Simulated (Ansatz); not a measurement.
# A hypothetical structure for LiZnCl3, part 2 of 2

This structure for LiZnCl3 is made up. Its elements were placed in a known structure type with a cell scaled to their sizes. What cell does the guess relax to, and how far off was it?

Ansatz 0.2.0; DFT, PBEsol, plane-wave PAW, files of the set soft_1, scalar-relativistic, no spin, cell and ions relaxed at zero pressure; PAW set soft_1 (the session's first sound run).

So far: Set-up; Relaxing cell and atoms.

## 3. Bands of the relaxed cell

A second self-consistent run takes a narrower smearing and the mesh shown in its input; the bands follow along the standard path of the relaxed lattice.

This step: DFT, PBEsol, plane-wave PAW, files of the set soft_1, scalar-relativistic, no spin, bands and density of states at the relaxed cell; PAW set soft_1 (Ansatz 0.2.0).

input.yaml reads:

```yaml
crystal:
  lattice:
    - [6.5717143789, 0.0098257325, -0.1252078491]
    - [-0.0027965244, 3.6424140136, 0.0549020854]
    - [-0.192442191, -0.0935831978, 6.1892801377]
  atoms:
    - { symbol: Zn, position: [0.6341208235, 0.4899198378, 0.435642893] }
    - { symbol: Cl, position: [0.4588282136, 0.9900609859, 0.5602274265] }
    - { symbol: Cl, position: [0.9243103065, 0.4896809063, 0.6409586305] }
    - { symbol: Cl, position: [0.6467087878, 0.4899179194, 0.0795445571] }
    - { symbol: Li, position: [-0.2310681314, -0.0101796494, 0.851226493] }
kpoints:
  mp_grid: { grid: [6, 8, 6] }
  band_path:
    path:
      - [[0.0, 0.0, 0.0], [0.5, 0.0, 0.0], [0.52540952, 0.0, -0.4775845], [0.5, 0.0, -0.5], [0.5, -0.5, -0.5], [0.47459048, -0.5, -0.5224155], [0.0, -0.5, -0.5], [0.0, 0.0, -0.5], [0.47459048, 0.0, -0.5224155]]
      - [[0.52540952, -0.5, -0.4775845], [0.5, -0.5, 0.0], [0.0, -0.5, 0.0]]
      - [[0.5, 0.0, 0.0], [0.5, -0.5, 0.0]]
    npoints: 7
scf:
  occupations: { method: fermi_dirac, width: 0.03 }
  n_extra_bands: 9
hamiltonian:
  xc: pbesol
  pseudopotentials: { kind: paw, azcp: { folder: soft_1 }, xc_functional: pbe }
output:
  forces: true
  stress: true
  write_bands: true
  dos: { projected: true }
  write_density: true
  write_potential: true
  elf: true
  volumetric_format: npy
```

Launch:

```bash
ansatz run input.yaml --threads 4 --pin off --max-ram 8192MiB --backend cpu --events-out ev --progress --plain --runs-dir out
```

Numbers of over 12 decimals in the logs are rounded to 6 here.

What it wrote:

```text
[...]
Crystal: 5 atoms, lattice volume = 148.098 Å³
Basis set: ecut = 420 eV, 2873 PW (Γ), exchange–correlation on 90×50×90 points (8 copies of the dense FFT grid, shifted against one another)
Bands: 27, of which v1, the nominal top of the filled ones, is band 18 counted from 1 (17 counted from 0)
Symmetry: 1 space group operations
[...]
k-points: 148 of 288 (time reversal used)
[...]
SCF iter   1: F=—  HF=-6675.595288 eV  |F-HF|=—  |Δ(HF+E_count)|=         —  Δρ=7.47e-2  dr2=7.20e0  ethr=3.10e-3  ⟨swp⟩=7.1  Hψ=23901  notcnv=0  defer=1
[...]
SCF iter  10: F=-6673.183196 eV  HF=-6673.183196 eV  |F-HF|=1.68e-9  |Δ(HF+E_count)|=   1.98e-7  Δρ=6.49e-6  dr2=5.27e-8  ethr=2.78e-10  ⟨swp⟩=17.0  Hψ=37790  notcnv=0
SCF 1 converged in 10 iterations: F = -6673.183196 eV  dr2 = 5.27e-8
[...]
NSCF: frozen V_eff on 80 k-points
WARN: The input density's exchange-correlation potential varies sharply where the density is thin. Do not read a vacuum level from v_tot or v_xc, or from such a field of the output density. On a cell that repeats whose density bears no net charge and no dipole along the vacuum's axis use v_es (v_loc + v_h of the components); under efield.dipole_correction with no amplitude use v_es + v_field, which holds any external [...]
SCF converged after 10 iterations
Free energy (F): -6673.183196 eV
[...]
Internal energy: -6673.183196 eV  (E = F + TS)
E sigma→0 (E₀):  -6673.183196 eV
Fermi energy:    1.424946 eV
[...]
--- Forces (eV/Å), atoms counted from 1 ---
  atom   1  Zn     0.00042035    -0.00002556    -0.00086421
  atom   2  Cl    -0.00327700    -0.00002025     0.00119498
  atom   3  Cl     0.00215736     0.00004470     0.00247869
  atom   4  Cl     0.00024371     0.00002849    -0.00228339
  atom   5  Li     0.00047707    -0.00002779    -0.00052033
  max |Σ_I F_I| component: 2.15e-5 eV/Å
--- Stress (GPa, compression-positive) ---
        0.009259      -0.000319       0.007642
       -0.000319      -0.008720       0.000069
        0.007641       0.000069      -0.000711
  P = ⅓ Tr σ = -0.0001 GPa (-0.001 kbar)
--- Band table (eV; the first three rows and the last of 148) ---
  k-point 0: bands = [... 14 lower, -1.2901, -1.0774, -0.9409, -0.8800, 3.6269, 5.6095, 6.9191, 7.2923, ... 5 higher]
  k-point 1: bands = [... 14 lower, -1.3957, -1.1190, -0.9906, -0.8738, 3.7892, 5.5988, 6.5450, 7.2342, ... 5 higher]
  k-point 2: bands = [... 14 lower, -1.3357, -1.2053, -1.0596, -0.8656, 4.1293, 5.5940, 6.0795, 7.0057, ... 5 higher]
  k-point 147: bands = [... 14 lower, -1.8132, -1.7606, -1.5636, -1.1159, 4.9983, 5.8084, 6.5888, 7.1809, ... 5 higher]
```

Wall time 31 s (4 threads of Arm Neoverse V1, shared host); peak memory 0.75 GiB.

This step gave:

| Item | Value |
| --- | --- |
| free energy | -6673.1832 eV |
| Fermi energy | 1.425 eV |
| pressure | -5.75e-5 GPa |
| gap on the k-mesh | 4.490 eV |

From bands.tsv. The electronic bands at the labelled points (eV, zero at the valence top; v1 is the highest filled band, c1 the lowest empty one):

```tsv
point	v4	v3	v2	v1	c1	c2	c3	c4
Γ	-0.43	-0.21	-0.08	-0.02	4.49	6.47	7.78	8.15
0.43 of the way	-0.46	-0.22	-0.20	-0.02	4.71	6.51	7.76	8.16
Y	-0.67	-0.26	-0.24	-0.04	5.09	6.56	7.52	8.41
0.43 of the way	-0.61	-0.42	-0.28	-0.04	5.23	6.57	7.54	8.28
H	-0.74	-0.38	-0.32	-0.05	5.53	6.48	7.51	8.19
0.43 of the way	-0.74	-0.38	-0.32	-0.05	5.53	6.48	7.52	8.19
C	-0.74	-0.38	-0.32	-0.05	5.54	6.48	7.52	8.19
0.43 of the way	-0.95	-0.61	-0.54	-0.25	5.98	7.42	7.51	8.01
E	-0.95	-0.90	-0.70	-0.25	5.86	6.67	7.45	8.04
0.57 of the way	-0.95	-0.90	-0.70	-0.25	5.86	6.67	7.45	8.05
M1	-0.95	-0.90	-0.70	-0.25	5.86	6.67	7.45	8.05
0.43 of the way	-1.02	-0.94	-0.76	-0.26	5.94	6.77	7.64	8.20
A	-1.19	-0.94	-0.84	-0.26	6.04	6.92	7.90	8.36
0.43 of the way	-1.08	-0.88	-0.52	-0.26	6.06	7.19	7.57	8.14
X	-0.39	-0.33	-0.26	0.00	5.18	6.41	6.84	7.69
0.57 of the way	-0.53	-0.39	-0.31	-0.03	5.38	6.47	7.09	7.94
H1	-0.74	-0.38	-0.32	-0.05	5.53	6.48	7.51	8.19
jump to M	-0.95	-0.90	-0.70	-0.25	5.86	6.67	7.45	8.05
0.57 of the way	-1.14	-0.86	-0.60	-0.16	5.93	6.78	7.83	8.13
D	-1.28	-0.86	-0.62	-0.11	5.96	6.96	7.75	8.16
0.57 of the way	-1.31	-0.99	-0.60	-0.16	6.18	7.11	8.05	8.14
Z	-1.35	-1.07	-0.59	-0.20	6.33	7.21	8.23	8.40
jump to Y	-0.67	-0.26	-0.24	-0.04	5.09	6.56	7.52	8.41
0.57 of the way	-1.11	-0.73	-0.51	-0.19	5.94	7.22	7.45	8.57
D	-1.28	-0.86	-0.62	-0.11	5.96	6.96	7.75	8.16
```

States per cell as run, both spins, in windows of 1 eV, from dos.tsv (zero at the valence-band top):

```csv
from,to,total
-8,-7,0.00
-7,-6,0.00
-6,-5,3.15
-5,-4,7.15
-4,-3,1.69
-3,-2,2.61
-2,-1,5.66
-1,0,7.73
0,1,0.00
1,2,0.00
2,3,0.00
3,4,0.00
4,5,0.11
5,6,1.45
6,7,1.57
7,8,2.94
8,9,3.43
```

Below -8 eV lie 8.0 more states.

ELF in the ac plane at fractional y = 0.490, with atoms of Zn and Cl within 0.2 Å of it. It is the smooth field of the valence electrons, not physical close to the nuclei.

Values, 9 rows by 16 columns, each cell a mean:
```
0.17 0.12 0.04 0.00 0.00 0.04 0.20 0.48 0.69 0.77 0.76 0.68 0.47 0.19 0.10 0.15
0.69 0.51 0.24 0.04 0.00 0.00 0.01 0.04 0.10 0.16 0.16 0.11 0.21 0.49 0.70 0.75
0.84 0.79 0.50 0.08 0.00 0.01 0.01 0.02 0.03 0.04 0.07 0.26 0.66 0.82 0.68 0.68
0.88 0.84 0.51 0.06 0.01 0.01 0.03 0.07 0.10 0.13 0.14 0.21 0.59 0.79 0.55 0.62
0.79 0.64 0.24 0.01 0.01 0.02 0.06 0.11 0.13 0.05 0.02 0.06 0.21 0.57 0.76 0.81
0.27 0.17 0.03 0.00 0.00 0.02 0.05 0.12 0.14 0.06 0.03 0.08 0.14 0.15 0.21 0.27
0.01 0.01 0.00 0.00 0.00 0.01 0.06 0.17 0.32 0.41 0.46 0.48 0.43 0.25 0.08 0.02
0.01 0.00 0.00 0.00 0.01 0.08 0.29 0.61 0.81 0.79 0.62 0.75 0.83 0.70 0.40 0.11
0.01 0.00 0.00 0.00 0.01 0.15 0.47 0.76 0.88 0.78 0.50 0.72 0.86 0.71 0.32 0.06
```
Columns run along a (6.6 Å), rows up along c (6.2 Å). Atoms in or near the plane, at fractional coordinates: Zn at (0.63, 0.44), Cl at (0.92, 0.64), Cl at (0.65, 0.08).

Electrostatic potential energy in the ac plane at fractional y = 0.490, with atoms of Zn and Cl within 0.2 Å of it. With pseudopotentials it is smooth inside the atoms' cores, unlike the true potential.

Ten even steps from '0' (-41 eV) to '9' (7 eV), each cell a mean:
```
999999999974589999
999999999999999999
999999999999999999
799999999999999754
389999999999997200
179999999998886100
389999999875676200
899999998620047645
999999998400017899
999999998400038999
999999999731368999
999999999887789999
999999999874479999
999999999720038999
999999999610017999
999999999720038999
```
Columns run along a (6.6 Å; values clipped at the 3rd and 97th percentile), rows up along c (6.2 Å). Atoms in or near the plane, at fractional coordinates: Zn at (0.63, 0.44), Cl at (0.92, 0.64), Cl at (0.65, 0.08).

Valence density in the ac plane at fractional y = 0.490, with atoms of Zn and Cl within 0.2 Å of it. It is the smooth field of the valence electrons, not physical close to the nuclei.

Ten steps, logarithmic in the rise over the least value, from '0' (0 e/Å³) to '9' (28 e/Å³), each cell a mean:
```
000000000123321000
000000000011110000
100000000000000111
210000000000001233
320000000000012344
420000000000013433
320000000012222344
210000000146522233
000000000269841111
000000000269731000
000000000134310000
000000000112210000
000000000123321000
000000001234432000
000000001243342100
000000001234432000
```
Columns run along a (6.6 Å), rows up along c (6.2 Å). Atoms in or near the plane, at fractional coordinates: Zn at (0.63, 0.44), Cl at (0.92, 0.64), Cl at (0.65, 0.08).

## 4. What came out

```json
{
 "space group, relaxed": "Pm",
 "conventional cell": "a = 6.193, b = 3.643, c = 6.573 Å; α = 90.0°, β = 92.9°, γ = 90.0°",
 "volume per atom": "29.62 Å³ (guess 26.95)"
}
```

**Reading.** LiZnCl3 relaxes to Pm with a = 6.193, b = 3.643 and c = 6.573 Å. The guessed volume was 9 % too small. The symmetry rose from P1 to Pm, so the distortion of the structure type doesn't survive with these elements. It has an indirect Kohn–Sham gap of 4.49 eV, which semilocal functionals understate. On the 6×8×6 mesh with the narrower smearing (relaxed on 5×5×5) the largest force component is 0.003 eV/Å and the largest stress component is 0.009 GPa, within the relaxation's thresholds of 0.015 eV/Å and 0.05 GPa. The cutoff wasn't tested. A vector of the cell changed its length by 29 %, so the starting arrangement is largely lost and the mesh was laid for another shape. No dispersion term is used, so weakly bound directions may come out too long. Nothing here tests whether the compound is stable against decomposition.

[Logs are printed without paths, hosts, clocks, repeated set-up lines and the standing remarks that a program may print on its own settings, such as how far it seeks lower states.]

[Hosts, paths, dates, database ids (printed as entryN), source tags and the programs' standing remarks are cut or masked in the printed files.]
